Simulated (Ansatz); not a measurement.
## The perfect C wire along [111], 38 atoms a period, H-terminated

Wanted: the relaxed geometry and the bands of the C wire along [111], 38 atoms a period, H-terminated.

Main program and level: Ansatz 0.2.0; DFT PBE, plane waves, PAW; relaxation of a wire's period; PAW set soft_1, in the first sound run; inputs show where later runs differ.

Report form: the programs' logs are mostly left out.

## 1. The structure

The cell holds 68 atoms: 38 C and 30 H. Its edges and angles: a = 13.678 Å, b = 14.742 Å, c = 6.183 Å, α = 90.0°, β = 90.0°, γ = 90.0°. Vacuum lies along a and b. The structure's axis is c.

## 2. Relaxation of atoms and period

Band widths follow the bond lengths, so the wire is relaxed first. The atoms and the third cell vector are free; the box across stays fixed as vacuum. A Fermi-Dirac smearing is set since the result may be a metal. The pressure printed is a third of the stress's trace over the whole box, vacuum included; only the stress along the axis is relaxed.

input.yaml

```yaml
crystal:
  lattice:
    - [13.678, 0.0, 0.0]
    - [0.0, 14.742, 0.0]
    - [0.0, 0.0, 6.183421383]
  atoms:
    - { symbol: C, position: [0.407710321, 0.4505573, 0.0] }
    - { symbol: C, position: [0.499988842, 0.302261981, 0.0] }
    - { symbol: C, position: [0.592267362, 0.4505573, 0.0] }
    - { symbol: C, position: [0.315431801, 0.59885262, 0.25] }
    - { symbol: C, position: [0.407710321, 0.4505573, 0.25] }
    - { symbol: C, position: [0.499988842, 0.302261981, 0.25] }
    - { symbol: C, position: [0.499988842, 0.59885262, 0.25] }
    - { symbol: C, position: [0.592267362, 0.4505573, 0.25] }
[... 56 atom lines left out ...]
    - { symbol: H, position: [0.751403331, 0.464174865, 0.977043165] }
    - { symbol: C, position: [0.315431801, 0.59885262, 0.0] }
    - { symbol: C, position: [0.499988842, 0.59885262, 0.0] }
    - { symbol: C, position: [0.684545883, 0.59885262, 0.0] }
kpoints:
  mp_grid: { grid: [1, 1, 13] }
scf:
  occupations: { method: fermi_dirac, width: 0.05 }
hamiltonian:
  xc: pbe
  pseudopotentials: { kind: paw, azcp: { folder: soft_1 } }
relax:
  cell: { fix: [a, b, alpha, beta, gamma] }
  max_steps: 45
  f_tol: 0.03
```

Run with:

```
> ansatz run input.yaml --threads 4 --pin off --max-ram 16384MiB --backend cpu --events-out ev --progress --plain --runs-dir out
```

It took 4.1 min on 4 threads of Arm Neoverse V1, shared host; peak memory 4.6 GiB; 16 min of CPU time.

The steps of the relaxation:

```tsv
step	energy less that of the first step (eV)	largest force component (eV/Å)	pressure (GPa)	volume (Å³)
1	0.0000	0.8506	-0.35	1246.83
2	-0.7002	0.8211	-0.34	1278.35
3	-0.8219	0.2436	-0.16	1268.94
4	-0.8314	0.0248	0.00	1268.13
5*	-0.8538	0.0259	0.02	1268.13
6	-0.8537	0.0046	0.00	1268.56
7*	-0.8541	0.0046	0.00	1268.56
```

Relaxation steps marked * repeat the geometry before them on a plane-wave basis chosen anew for their cell, so energy and pressure can jump there.

The run keeps the 4 symmetry operations that it works with, so distortions that break them were not tested.

```tsv
cell as run	before	after	change
c (Å)	6.183	6.291	+1.7 %
```

The atoms that moved most (Å, along periodic axes as changes of fractional coordinates times the final cell, across vacuum about the mean position):

```tsv
atom	dx	dy	dz	length
H19	-0.043	-0.041	-0.083	0.102
H18	0.043	-0.041	-0.083	0.102
H13	-0.043	0.041	0.083	0.102
H12	0.043	0.041	0.083	0.102
H16	-0.015	0.058	-0.083	0.102
H21	0.015	0.058	-0.083	0.102
H10	-0.015	-0.058	0.083	0.102
H15	0.015	-0.058	0.083	0.102
```

This step gave:

| Property | Result |
| --- | --- |
| cell length along the wire | 6.291 Å |

The cell's length comes to 6.291 Å with spin left out.

## 3. The wire at its relaxed period

This step: DFT PBE, plane waves, PAW; bands of a perfect wire; PAW set soft_1 (Ansatz 0.2.0).

At the relaxed period the bands are computed along the axis; those that cross an energy going forward count the channels that a perfect wire would open there.

input.yaml

```yaml
crystal:
  lattice:
    - [13.678, 0.0, 0.0]
    - [0.0, 14.742, 0.0]
    - [0.0, 0.0, 6.2911577683]
  atoms:
    - { symbol: C, position: [0.406706332, 0.450020355, 0.001125346] }
    - { symbol: C, position: [0.499988842, 0.303301721, 0.998057122] }
    - { symbol: C, position: [0.593271352, 0.450020355, 0.001125346] }
    - { symbol: C, position: [0.315121432, 0.599019908, 0.241010074] }
    - { symbol: C, position: [0.406326105, 0.449815844, 0.250586128] }
    - { symbol: C, position: [0.499988842, 0.301929149, 0.24100673] }
    - { symbol: C, position: [0.499988842, 0.600335121, 0.250588063] }
    - { symbol: C, position: [0.593651579, 0.449815844, 0.250586128] }
[... 56 atom lines left out ...]
    - { symbol: H, position: [0.750299976, 0.465832427, 0.967324397] }
    - { symbol: C, position: [0.316401763, 0.598332662, 0.99806108] }
    - { symbol: C, position: [0.499988842, 0.599928742, 0.001128667] }
    - { symbol: C, position: [0.683575921, 0.598332662, 0.99806108] }
kpoints:
  mp_grid: { grid: [1, 1, 13] }
  band_path: { path: ["Γ", Z], npoints: 90 }
scf:
  occupations: { method: fermi_dirac, width: 0.05 }
hamiltonian:
  xc: pbe
  pseudopotentials: { kind: paw, azcp: { folder: soft_1 } }
output:
  dos: { e_range: [-5, 4] }
  write_potential: true
  write_density: true
  volumetric_format: npy
```

The job ended after 7.5 min (4 threads; peak memory 9.4 GiB).

This step gave:

* band gap: 3.465 eV

The electronic bands at the labelled points (eV, zero at the Fermi level; v1 is the highest filled band, c1 the lowest empty one):

```tsv
point	v4	v3	v2	v1	c1	c2	c3	c4
Γ	-2.58	-2.19	-2.19	-1.72	1.75	2.20	2.32	2.47
halfway	-2.95	-2.34	-2.23	-2.23	1.92	2.40	2.54	2.68
Z	-2.58	-2.58	-2.51	-2.51	2.49	2.57	2.98	3.03
```

The gap is 3.47 eV, with spin left out.

On this path the gap is direct, 3.47 eV, with the valence top at Γ and the conduction bottom at Γ.

## 4. Levels at the same atoms, cutoff 500 eV, k-mesh 1×1×10

This step: DFT r2SCAN, plane waves, PAW; bands of a perfect wire at the PBE geometry; PAW set soft_1 (Ansatz 0.2.0).

The atoms stay at the PBE geometry and the functional changes. r2SCAN also reads the kinetic-energy density; it often gives larger moments and wider gaps than PBE, at a higher cost. Against the first PBE run of this kind, the cutoff is 500 eV against 420 and the mesh along the wire has 10 points against 13.

input.yaml: that of step 3 with these lines changed.

```diff
@@ -75,3 +75,3 @@
 kpoints:
-  mp_grid: { grid: [1, 1, 13] }
+  mp_grid: { grid: [1, 1, 10] }
   band_path: { path: ["Γ", Z], npoints: 90 }
@@ -80,8 +80,3 @@
 hamiltonian:
-  xc: pbe
+  xc: r2scan
   pseudopotentials: { kind: paw, azcp: { folder: soft_1 } }
-output:
-  dos: { e_range: [-5, 4] }
-  write_potential: true
-  write_density: true
-  volumetric_format: npy
```

Run time: 10 min. Hardware: 4 threads; peak memory 13 GiB.

Numbers from this step:

```
band gap : 4.036 eV
```

Electronic bands along the path, in eV, zero at the Fermi level; v1 is the highest filled band, c1 the lowest empty one:

```tsv
point	v4	v3	v2	v1	c1	c2	c3	c4
Γ	-2.93	-2.52	-2.52	-2.00	2.04	2.50	2.66	2.78
halfway	-3.32	-2.67	-2.57	-2.57	2.21	2.71	2.87	2.99
Z	-2.94	-2.94	-2.86	-2.86	2.79	2.86	3.27	3.38
```

The gap is 4.04 eV, against 3.47 eV under PBE at the relaxed period.

## 5. Outcome

```yaml
cell_length_pbe: 6.291 Å
gap_pbe: 3.47 eV
gap_r2scan: 4.04 eV
```

Under PBE the cell's length is 6.29 Å, and a gap of 3.47 eV makes it a semiconductor. At the relaxed period the wire is gapped under every functional, from 3.47 eV (PBE) to 4.04 eV (r2SCAN). Weak screening in one dimension makes quasiparticle gaps larger than the semilocal gaps, as a rule.

[Logs are printed without paths, hosts, clocks, repeated set-up lines and the standing remarks that a program may print on its own settings, such as how far it seeks lower states.]

[Hosts, paths, dates, database ids (printed as entryN), source tags and the programs' standing remarks are cut or masked in the printed files.]
